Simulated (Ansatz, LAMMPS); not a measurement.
**Aqueous K+ and HSO4-, 6.0 mol of salt per kg of water at 300 K (173 atoms) in motion**

Aim: follow aqueous K+ and HSO4-, 6.0 mol of salt per kg of water at 300 K (173 atoms) for a short time with forces from DFT, then look at structure and electrons in the last frame.

Method: Kohn-Sham DFT, revPBE+D3(BJ), PAW (set soft_2), plane waves, in Ansatz 0.2.0.

**1. The starting structure**

The cell holds 173 atoms: 66 O, 5 S, 97 H and 5 K. Its edges and angles: a = 12.060 Å, b = 12.060 Å, c = 12.060 Å, α = 90.0°, β = 90.0°, γ = 90.0°. 46 H2O, 5 K+, 5 HSO4- placed at random, at 1.43 g/cm³; overlaps pushed apart, then 10 ps at 420 K with Joung-Cheatham ions (J. Phys. Chem. B 112, 9020 (2008)); MMFF94 bonds, angles, torsions, charges and radii (Halgren, J. Comput. Chem. 17, 490 (1996)) in harmonic and 12-6 forms; SPC/E water (Berendsen, Grigera and Straatsma, J. Phys. Chem. 91, 6269 (1987)); charges of ions scaled by 0.85. Snapshot after 20 ps at 300 K and fixed volume.

Limits known from the start: The network of contacts between molecules at the start is that of the classical potential that made the cell, and needn't be the one that DFT or experiment would give. The concentration wasn't checked against solubility and may exceed it. The density was typed from a rule of thumb and may lie off the real one at this temperature. Sampling is at Γ alone, for a cell whose shortest periodic width is 12 Å.

**2. Single point at the start**

The forces at the start show how far the geometry lies from a minimum of this functional.

input.yaml reads:

```yaml
crystal:
  lattice:
    - [12.06008, 0.0, 0.0]
    - [0.0, 12.06008, 0.0]
    - [0.0, 0.0, 12.06008]
  atoms:
    - { symbol: O, position: [0.85331, 0.56005, 0.81435] }
    - { symbol: S, position: [0.84078, 0.69145, 0.8182] }
    - { symbol: O, position: [0.9106, 0.73301, 0.73305] }
    - { symbol: O, position: [0.7267, 0.70673, 0.79733] }
    [... 163 atom lines left out ...]
    - { symbol: H, position: [0.46926, 0.26624, 0.05534] }
    - { symbol: K, position: [0.63065, 0.18133, 0.20699] }
    - { symbol: K, position: [0.74103, 0.40895, 0.70596] }
    - { symbol: K, position: [0.67303, 0.83851, 0.98356] }
    - { symbol: K, position: [0.10423, 0.45847, 0.70319] }
    - { symbol: K, position: [0.74145, 0.85505, 0.62104] }
kpoints:
  mp_grid: { grid: [1, 1, 1] }
hamiltonian:
  xc: revpbe
  dispersion: d3bj
scf:
  occupations: { method: fixed }
output:
  forces: true
```

Launch:

```sh
$ ansatz run input.yaml --threads 4 --pin off --max-ram 8192MiB --backend cpu --events-out ev --progress --plain --runs-dir out
```

Wall time 20 s (4 threads of Arm Neoverse V1, shared host); peak memory 2.2 GiB; 75 s of CPU time.

The run gave:

* free energy: -51345.1514 eV
* free energy per atom: -296.7928 eV/atom
* SCF cycles: 9
* r.m.s. force component: 0.7724 eV/Å
* longest force: 5.276 eV/Å
* Fermi energy: -0.3401 eV

The r.m.s. force component of 0.77 eV/Å sets the starting point.

Length of the force by element:

```tsv
element	coordination	atoms	mean length of the force (eV/Å)	spread	least	most
H	all	97	1.10	0.288	0.301	1.71
K	all	5	0.604	0.0964	0.495	0.759
O	all	66	1.12	0.839	0.125	4.02
S	all	5	3.01	1.21	1.85	5.28
```

**3. Dynamics at 300 K**

A Langevin thermostat couples each atom to a heat bath, at the price of damped dynamics. The time step is 0.5 fs, short enough for the stretching of bonds to hydrogen.

input.yaml, as its differences from that of step 2:

```diff
@@ -16 +16,8 @@
   forces: true
+md:
+  timestep: 0.5
+  n_steps: 220
+  ensemble: nvt_langevin
+  temperature: 300
+  initial_velocities: maxwell_boltzmann
+  seed: 7382
```

Run time: 47 min. Hardware: 4 threads; peak memory 2.2 GiB.

The program notes that it switched symmetry off.

Rows from the run:

```tsv
time (fs)	T (K)	potential (meV/atom)
0.0	298	0.0
7.5	343	-7.2
14.5	364	-10.5
22.0	372	-12.7
29.5	348	-11.7
36.5	345	-12.9
44.0	356	-15.2
51.5	333	-14.9
58.5	313	-14.9
66.0	281	-11.1
73.5	300	-12.9
80.5	304	-13.2
88.0	303	-13.6
95.5	305	-15.6
102.5	302	-13.6
110.0	353	-18.3
```

Mean square displacement from the first frame to the last: O 0.17 Å², S 0.052 Å², H 0.34 Å², K 0.15 Å².

Table of mean square displacement by time lag:

```tsv
time lag (fs)	H (Å²)	K (Å²)	O (Å²)	S (Å²)
0.5	1.9e-4	6.0e-6	1.4e-5	6.5e-6
2.5	0.00451	1.5e-4	3.4e-4	1.6e-4
5.0	0.0150	5.9e-4	0.00132	6.1e-4
9.5	0.0401	0.00210	0.00446	0.00197
11.5	0.0542	0.00306	0.00636	0.00270
14.0	0.0723	0.00450	0.00908	0.00365
16.0	0.0853	0.00584	0.0115	0.00438
18.5	0.101	0.00775	0.0148	0.00525
23.0	0.129	0.0118	0.0214	0.00667
25.0	0.140	0.0139	0.0245	0.00725
27.5	0.152	0.0167	0.0285	0.00797
30.0	0.161	0.0198	0.0327	0.00872
32.0	0.167	0.0224	0.0361	0.00934
36.5	0.174	0.0288	0.0439	0.0108
39.0	0.177	0.0325	0.0484	0.0116
41.0	0.180	0.0356	0.0519	0.0122
43.5	0.185	0.0397	0.0564	0.0129
45.5	0.189	0.0431	0.0600	0.0135
50.0	0.198	0.0509	0.0679	0.0150
52.5	0.204	0.0555	0.0722	0.0160
55.0	0.209	0.0601	0.0764	0.0171
```

The drift taken off is the plain mean over atoms, not the centre of mass, so with hydrogen in the cell the heavy atoms' values at short lags are too large.

Over the second half of 110 fs the temperature averages 308 K with swings of 16 K r.m.s. From first frame to last H has the largest mean square displacement, 0.34 Å² at the end; the farthest move is 1.32 Å. The run spans 0.11 ps, too short for its means to be equilibrium values.

**4. Local order late in the run**

The g(r) is a mean over the second half; what follows it is taken at the last frame.

Bonds before and after, by the cutoffs listed below:

```tsv
pair	bonds before	bonds after	mean before (Å)	mean after (Å)	spread before (Å)	spread after (Å)
H-O	97	97	0.999	0.989	0.006	0.028
O-S	20	20	1.476	1.513	0.072	0.063
```

Density 1.43 g/cm³, 10.14 Å³ an atom.

Mean of 14 frames. Pair distribution functions g(r), in bins of 0.2 Å:

```tsv
r (Å)	total	H-H	H-O	H-K	H-S	O-O	O-K
0.90	3.40	0.00	7.95	0.00	0.00	0.00	0.00
1.10	1.25	0.00	2.93	0.00	0.00	0.00	0.00
1.30	0.01	0.01	0.01	0.00	0.00	0.00	0.00
1.50	1.21	2.32	0.31	0.00	0.00	0.00	0.00
1.70	0.68	0.52	1.04	0.00	0.00	0.00	0.00
1.90	0.42	0.32	0.73	0.00	0.00	0.00	0.00
2.10	0.55	1.00	0.47	0.00	1.22	0.00	0.00
2.30	0.61	1.36	0.33	0.00	0.32	0.20	0.00
2.50	0.83	1.17	0.39	0.10	0.11	1.84	0.79
2.70	0.85	0.81	0.55	0.41	0.48	1.62	4.25
2.90	1.02	0.83	1.04	1.10	1.19	1.36	1.99
3.10	1.19	0.85	1.33	2.55	1.40	1.28	1.46
3.30	1.13	1.02	1.32	2.15	1.19	0.74	0.87
3.50	1.11	1.12	1.19	1.41	0.67	0.96	0.47
3.70	1.08	1.19	1.06	0.81	0.73	1.09	0.79
3.90	1.06	1.12	1.08	0.90	0.87	0.89	1.00
4.10	1.03	0.97	1.06	0.84	1.21	0.94	1.23
4.30	1.02	1.09	1.00	0.81	1.30	0.97	0.86
4.50	1.02	1.05	1.02	0.89	1.04	0.97	1.21
4.70	0.98	0.95	0.94	0.75	1.19	0.98	1.73
4.90	0.95	0.96	0.86	0.97	1.13	1.10	0.94
5.10	0.92	0.95	0.91	0.92	0.89	0.96	0.60
5.30	0.98	0.92	1.00	1.16	0.95	1.01	0.89
5.50	1.00	0.93	1.04	1.05	0.98	1.06	0.74
5.70	0.99	0.99	0.97	0.91	1.17	1.12	0.56
5.90	0.98	0.98	1.02	1.01	0.94	0.90	1.17
```

Bonds by pair of elements; cutoffs follow the first minimum of g(r), held within bounds set by covalent radii, and pairs that aren't listed don't count as bonded:

```tsv
pair A-B	cutoff (Å)	bonds	mean length (Å)	spread (Å)	shortest (Å)	B about A	A about B
H-O	1.21	97	0.989	0.028	0.933	1	1.47
O-K	3.15	29	2.82	0.137	2.60	0.439	5.8
O-S	2.09	20	1.51	0.063	1.42	0.303	4
```

The cutoff for O-K falls short of the minimum of g(r), so counts run low and odd coordinations can be artefacts.

How many atoms have how many bonded neighbours:

```tsv
element	mean	1	2	3	4	5	6
H	1	97	0	0	0	0	0
K	5.8	0	0	0	0	1	4
O	2.21	8	39	16	3	0	0
S	4	0	0	0	5	0	0
```

Bond angles, per cent of each kind in bins of 5°:

```tsv
angle (°)	O-K-O	H-O-H	H-O-K	O-S-O
50–55	1.4	0.0	0.0	0.0
55–60	2.9	0.0	0.0	0.0
60–65	2.9	0.0	0.0	0.0
65–70	10.0	0.0	2.4	0.0
70–75	4.3	0.0	0.0	0.0
75–80	8.6	0.0	4.8	0.0
80–85	5.7	0.0	2.4	0.0
85–90	5.7	0.0	4.8	0.0
90–95	7.1	8.7	2.4	0.0
95–100	5.7	26.1	7.1	3.3
100–105	2.9	30.4	9.5	16.7
105–110	7.1	30.4	21.4	30.0
110–115	5.7	2.2	11.9	30.0
115–120	2.9	2.2	4.8	20.0
120–125	1.4	0.0	9.5	0.0
125–130	4.3	0.0	4.8	0.0
130–135	4.3	0.0	4.8	0.0
135–140	2.9	0.0	4.8	0.0
140–145	4.3	0.0	0.0	0.0
145–150	2.9	0.0	0.0	0.0
150–155	1.4	0.0	0.0	0.0
155–160	2.9	0.0	2.4	0.0
160–165	1.4	0.0	0.0	0.0
165–170	1.4	0.0	2.4	0.0
```

Bond angles (no mean is given where the spread exceeds 20°):

```tsv
angle	count	mean (°)	spread (°)
O-K-O	70	-	-
H-O-H	46	102	5.2
H-O-K	42	110	19.9
O-S-O	30	109	4.9
K-O-S	9	109	8.7
```

Hydrogen bonds between water molecules (O–O under 3.5 Å, H–O···O angle under 30°):

```tsv
hydrogen bonds to other water	molecules
0	1
1	6
2	14
3	17
4	7
5	1
```

First shells of the ions:

```tsv
ion	count	shell	mean number
K	5	water O within 3.6 A	4.8
```

Bond length by coordination (bonds to H left out):

```tsv
element	coordination	atoms	mean bond length (Å)
K	5	1	2.81
K	6	4	2.82
O	1	8	1.49
O	2	10	2.03
O	3	16	2.70
O	4	3	2.82
```

The 46 water molecules hold 2.57 hydrogen bonds each to other water on average, with a mean O–O distance of 2.84 Å. Ion shells in this frame: K 4.8 (water O within 3.6 Å).

**5. Single point at the last frame**

The last frame is solved once more, with the analyses that the dynamics left out.

input.yaml reads:

```yaml
crystal:
  lattice:
    - [12.06008, 0.0, 0.0]
    - [0.0, 12.06008, 0.0]
    - [0.0, 0.0, 12.06008]
  atoms:
    - { symbol: O, position: [0.86508, 0.55303, 0.83691] }
    - { symbol: S, position: [0.84239, 0.68444, 0.82087] }
    - { symbol: O, position: [0.8986, 0.71655, 0.72277] }
    - { symbol: O, position: [0.7179, 0.68465, 0.81588] }
    [... 163 atom lines left out ...]
    - { symbol: H, position: [0.43241, 0.20703, 0.06971] }
    - { symbol: K, position: [0.63789, 0.20519, 0.16005] }
    - { symbol: K, position: [0.73791, 0.43331, 0.69616] }
    - { symbol: K, position: [0.66674, 0.84414, 0.97569] }
    - { symbol: K, position: [0.14473, 0.4437, 0.70552] }
    - { symbol: K, position: [0.74484, 0.85215, 0.60364] }
kpoints:
  mp_grid: { grid: [1, 1, 1] }
hamiltonian:
  xc: revpbe
  dispersion: d3bj
scf:
  occupations: { method: fixed }
output:
  forces: true
  stress: true
  populations: true
  dos:
    method: { smearing: { sigma: 0.15 } }
    de: 0.1
    projected: { site_lists: { H: [H], K: [K], O: [O], S: [S] } }
  eigenvalues: true
  write_density: true
  write_potential: true
  volumetric_format: npy
```

Run time: 39 s. Hardware: 4 threads; peak memory 2.4 GiB; 2.5 min of CPU time.

Numbers from this run:

```
free energy                                      : -51348.3096 eV
free energy per atom                             : -296.8110 eV/atom
SCF cycles                                       : 9
pressure                                         : 0.5679 GPa
r.m.s. force component                           : 0.7244 eV/Å
longest force                                    : 3.438 eV/Å
Fermi energy                                     : -0.3281 eV
gap (highest filled to lowest empty level) : 4.402 eV
spilling of the projection                       : 0.01269
```

Length of the force by element:

```tsv
element	coordination	atoms	mean length of the force (eV/Å)	spread	least	most
H	all	97	0.893	0.495	0.106	2.44
K	all	5	0.274	0.117	0.0806	0.442
O	all	66	1.30	0.646	0.277	3.23
S	all	5	2.33	0.934	1.22	3.44
```

Löwdin charges by element (they lack the spilled electrons, 0.042 e an atom on average):

```tsv
element	coordination	atoms	mean charge (e)	spread	least	most
H	all	97	0.390	0.012	0.363	0.430
K	all	5	0.843	0.0063	0.834	0.852
O	all	66	-0.713	0.0409	-0.823	-0.645
S	all	5	2.43	0.0155	2.40	2.45
```

States in the cell by windows of 1 eV, zero at the Fermi level; the larger projections on atomic orbitals stand beside the total:

```tsv
from (eV)	to (eV)	total	O p	H s	O s	K p
-14	-12	0.0	0.0	0.0	0.0	0.0
-12	-11	28.4	0.4	0.1	0.1	27.8
-11	-10	6.6	2.3	0.5	1.1	1.7
-10	-9	5.0	2.4	0.5	1.1	0.0
-9	-8	4.6	2.9	0.9	0.3	0.0
-8	-7	40.4	27.1	10.3	1.3	0.1
-7	-6	60.5	41.4	14.1	2.3	0.1
-6	-5	23.4	16.0	2.2	2.8	0.0
-5	-4	32.0	24.8	2.7	3.6	0.0
-4	-3	54.7	46.0	2.7	4.5	0.1
-3	-2	47.3	43.2	0.7	1.6	0.0
-2	-1	81.9	80.0	0.4	0.3	0.1
-1	0	39.8	39.2	0.1	0.1	0.0
0	1	1.3	1.3	0.0	0.0	0.0
1	4	0.0	0.0	0.0	0.0	0.0
4	5	2.0	0.1	0.9	0.5	0.0
```

With fixed occupations the program's Fermi level is the highest filled level; weight inside the gap is the broadening of levels at its edges.

Between -26 and -14 eV lie 132 more states.

The levels nearest the highest filled one (over half full), pooled over k-points and spins:

```tsv
level less the highest filled one (eV)	occupation
-0.691	2
-0.65	2
-0.525	2
-0.516	2
-0.421	2
0	2
4.40	0
5.58	0
5.61	0
5.82	0
5.86	0
6.02	0
```

Mean Löwdin charges: H +0.39, K +0.84, O -0.71, S +2.43 e (they miss 1.3 % of the electrons, so they add up to more than the cell's charge). The largest share in the top eV of filled states is O p (99 % of the projected weight), and in the lowest eV of empty states H s (46 % of the projected weight).

**6. What came out**

```yaml
mean_temperature_second_half: 307.6 K
temperature_swing_second_half: 16.47 K
free_energy_per_atom: -296.8110 eV/atom
pressure: 0.5679 GPa
r_m_s_force_component: 0.7244 eV/Å
spacing_of_highest_filled_and_lowest_empty_level: 4.402 eV
wall_time_of_the_3_dft_runs: 48 min
```

Over the second half of 110 fs the temperature averages 308 K with swings of 16 K r.m.s. The run spans 0.11 ps, too short for its means to be equilibrium values. The 46 water molecules hold 2.57 hydrogen bonds each to other water on average, with a mean O–O distance of 2.84 Å. The highest filled and lowest empty levels differ by 4.40 eV (at Γ alone); a semilocal functional tends to put such gaps too low. In a disordered cell it changes from sample to sample and from frame to frame.

What to keep in mind: The pressure of a single frame lacks the kinetic term, about 0.42 GPa here.

[Logs are printed without paths, hosts, clocks, repeated set-up lines and the standing remarks that a program may print on its own settings, such as how far it seeks lower states.]

[Hosts, paths, dates, database ids (printed as entryN), source tags and the programs' standing remarks are cut or masked in the printed files.]

[The MMFF94 radii named for the starting cell were scaled by 0.96; in molecules described by MMFF94, hydrogen bound to N, O or S took a small fixed 12-6 site in their place.]
